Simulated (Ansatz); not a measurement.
# A frame of liquid 80GeO2-20CaO (mol %) from 3000 K (98 atoms): where an added charge goes: runs compared

Does an extra electron or hole in a frame of liquid 80GeO2-20CaO (mol %) from 3000 K (98 atoms) stay spread out, or do the atoms trap it?

Computed with Ansatz 0.2.0: Kohn-Sham DFT, revPBE, PAW (set soft_2), plane waves.

## 1. The cell as built

The cell holds 98 atoms: 28 Ge, 7 Ca and 63 O. Its edges and angles: a = 11.460 Å, b = 11.460 Å, c = 11.460 Å, α = 90.0°, β = 90.0°, γ = 90.0°. 98 atoms (28 Ge, 7 Ca, 63 O) placed at random at 3.67 g/cm³, melted at 4000 K for 10 ps at fixed volume with the Morse and Coulomb pair potential with partial charges (Pedone, Malavasi, Menziani, Cormack and Segre, J. Phys. Chem. B 110, 11780 (2006)). Snapshot at the end of a hold of 10 ps at 3000 K and fixed volume.

Limits known from the start: The starting topology of bonds comes from the classical model, and needn't be the one that DFT or experiment would give. Sampling is at Γ alone, for a cell whose shortest periodic width is 11 Å. The liquid is relaxed first, so the results are those of a frozen frame at zero temperature.

## 2. The reference run

The reference is a single point at the end of the relaxation.

The charged cells start from the geometry of this run, on a uniform background, with spin and a narrow Fermi–Dirac smearing.

Its input, with most atom lines left out:

```yaml
crystal:
  lattice:
    - [11.4603, 0.0, 0.0]
    - [0.0, 11.4603, 0.0]
    - [0.0, 0.0, 11.4603]
  atoms:
    - { symbol: Ge, position: [0.08471, 0.12978, 0.5272] }
    - { symbol: Ge, position: [0.56158, 0.09627, 0.05983] }
    - { symbol: Ge, position: [0.85468, 0.97968, 0.82978] }
    - { symbol: Ge, position: [0.70221, 0.0251, 0.36167] }
    - { symbol: Ge, position: [0.80338, 0.7257, 0.91448] }
    - { symbol: Ge, position: [0.93931, 0.64007, 0.69434] }
    - { symbol: Ge, position: [0.43547, 0.47404, 0.52628] }
    [... atom lines 8 to 98 left out ...]
kpoints:
  mp_grid: { grid: [1, 1, 1] }
hamiltonian:
  xc: revpbe
scf:
  occupations: { method: gaussian, width: 0.025 }
output:
  forces: true
  stress: true
  populations: intrinsic
  dos:
    method: { smearing: { sigma: 0.15 } }
    de: 0.1
    projected: { site_lists: { Ca: [Ca], Ge: [Ge], O: [O] } }
  eigenvalues: true
  write_density: true
  write_potential: true
  volumetric_format: npy
  elf: true
```

| Item | Value |
| --- | --- |
| free energy per atom | -1724.0413 eV/atom |
| r.m.s. force component | 0.00956 eV/Å |
| pressure | -0.1735 GPa |

Filled and empty levels are parted by 1.45 eV (at Γ alone); a semilocal functional tends to put such gaps too low. In a disordered cell it changes from sample to sample and from frame to frame.

## 3. The runs

Each row is one run, on 4 threads of Arm Neoverse V1, shared host. The free energy is the program's total, comparable only between runs with the same functional, potentials and atoms; between charge states it hangs on the program's zero of potential.

| run | atoms | outcome | ionic steps, all passes | free energy (eV) | time | host memory (GiB) |
| --- | --- | --- | --- | --- | --- | --- |
| Single point at the start | 98 | converged | - | -168910.421 | 39 s | 2.2 |
| Relaxation | 98 | converged | 37 | -168956.045 | 12 min | 2.3 |
| Single point at the relaxed geometry | 98 | converged | - | -168956.045 | 38 s | 2.3 |
| An extra electron, atoms held | 98 | converged | - | -168950.004 | 3 min | 3.9 |
| An extra electron, atoms relaxed | 98 | converged | 5 | -168950.049 | 4.6 min | 3.8 |
| An extra electron, levels at the relaxed geometry | 98 | converged | - | -168950.049 | 2.5 min | 3.9 |
| Neutral at the geometry of the electron | 98 | converged | - | -168955.994 | 35 s | 2.3 |
| An extra hole, atoms held | 98 | converged | - | -168960.237 | 2.8 min | 3.9 |
| An extra hole, atoms relaxed | 98 | converged | 8 | -168960.664 | 7.4 min | 3.8 |
| An extra hole, levels at the relaxed geometry | 98 | converged | - | -168960.664 | 1.7 min | 3.9 |
| Neutral at the geometry of the hole | 98 | converged | - | -168954.921 | 46 s | 2.3 |

Local excerpt of 11 atoms (numbers count through the whole input) about O65, which holds the most spin of the extra hole after relaxation; x, y, z are measured from there.

| atom | x | y | z | distance (Å) | Löwdin charge (e) | moment (μB) |
| --- | --- | --- | --- | --- | --- | --- |
| O65 | 0.00 | 0.00 | 0.00 | 0.00 | -0.65 | 0.44 |
| Ge21 | -1.06 | -1.41 | 0.24 | 1.78 | 1.58 | 0.00 |
| O52 | -1.58 | 1.41 | 0.82 | 2.27 | -0.76 | 0.37 |
| Ca31 | -0.67 | 1.97 | -1.22 | 2.42 | 1.78 | 0.00 |
| O72 | -2.32 | -1.10 | -1.04 | 2.77 | -0.74 | 0.00 |
| Ge6 | -0.25 | 2.05 | 1.88 | 2.79 | 1.52 | 0.00 |
| O54 | -1.49 | -1.62 | 1.94 | 2.93 | -0.72 | 0.00 |
| O45 | -0.30 | -2.95 | -0.34 | 2.99 | -0.76 | 0.01 |
| O75 | 1.54 | 1.91 | 1.79 | 3.04 | -0.73 | 0.00 |
| O64 | 2.54 | -0.99 | 1.59 | 3.15 | -0.74 | 0.00 |
| O91 | -0.42 | 0.64 | 3.15 | 3.25 | -0.73 | 0.00 |

## 4. Energies and spread of the extra charge

Energies are differences within one cell and functional; the shift is the gain plus the neutral cell's energy at the new geometry, that is how much cheaper the vertical process becomes there. The spread is the participation number of the site moments (1/Σw², over the spin inside atomic spheres), with the atom that holds the largest share and the spin that the spheres hold in all.

| carrier | charged less neutral, atoms held (eV) | gain on relaxing (eV) | neutral cell at that geometry, less the reference (eV) | shift of the vertical energy (eV) | spread, atoms held | spread, relaxed |
| --- | --- | --- | --- | --- | --- | --- |
| electron | 6.041 | 0.046 | 0.051 | 0.097 | 63; Ge10 3 % of 0.37 μB | 56; Ge10 4 % of 0.40 μB |
| hole | -4.193 | 0.427 | 1.124 † | 1.551 † | 8; O65 20 % of 0.82 μB | 2; O65 51 % of 0.87 μB |

† At this geometry the neutral cell has partly filled levels and no spin, so this energy is doubtful.

## 5. What came out

The extra electron gains 0.046 eV as the atoms relax, and its spin goes from about 63 to 56 atoms: it stays spread out at this level. With the atoms held, the spheres hold only 0.37 of the 0.84 μB, so the spread is read from a small part of the spin. The extra hole gains 0.43 eV as the atoms relax, and its spin goes from about 8 to 2 atoms: the atoms trap it, with the largest share on O65. The O65–O52 distance goes from 2.87 to 2.27 Å, a pair of like atoms sharing the hole in a three-electron bond, which semilocal functionals tend to over-stabilise. Adding the two vertical energies gives 1.85 eV, against a gap of 1.45 eV in the neutral cell. The zero of the potential cancels in this sum; the excess isn't taken apart here: charging of a small cell, filling of bands on a coarse mesh and the attraction to the background can all enter.

**Limits.** Single energies of charged cells hang on the program's zero of potential. In the spin-polarised runs the search for a state of lower energy was switched off. No distortion was seeded, so a trapped state behind a barrier can't be found. Local and semilocal functionals favour spread-out charges, so trapping can be missed. Charged cells carry a uniform background, with no correction for images.

The DFT runs together took 36 min of wall time.

[Logs are printed without paths, hosts, clocks, repeated set-up lines and the standing remarks that a program may print on its own settings, such as how far it seeks lower states.]

[Hosts, paths, dates, database ids (printed as entryN), source tags and the programs' standing remarks are cut or masked in the printed files.]
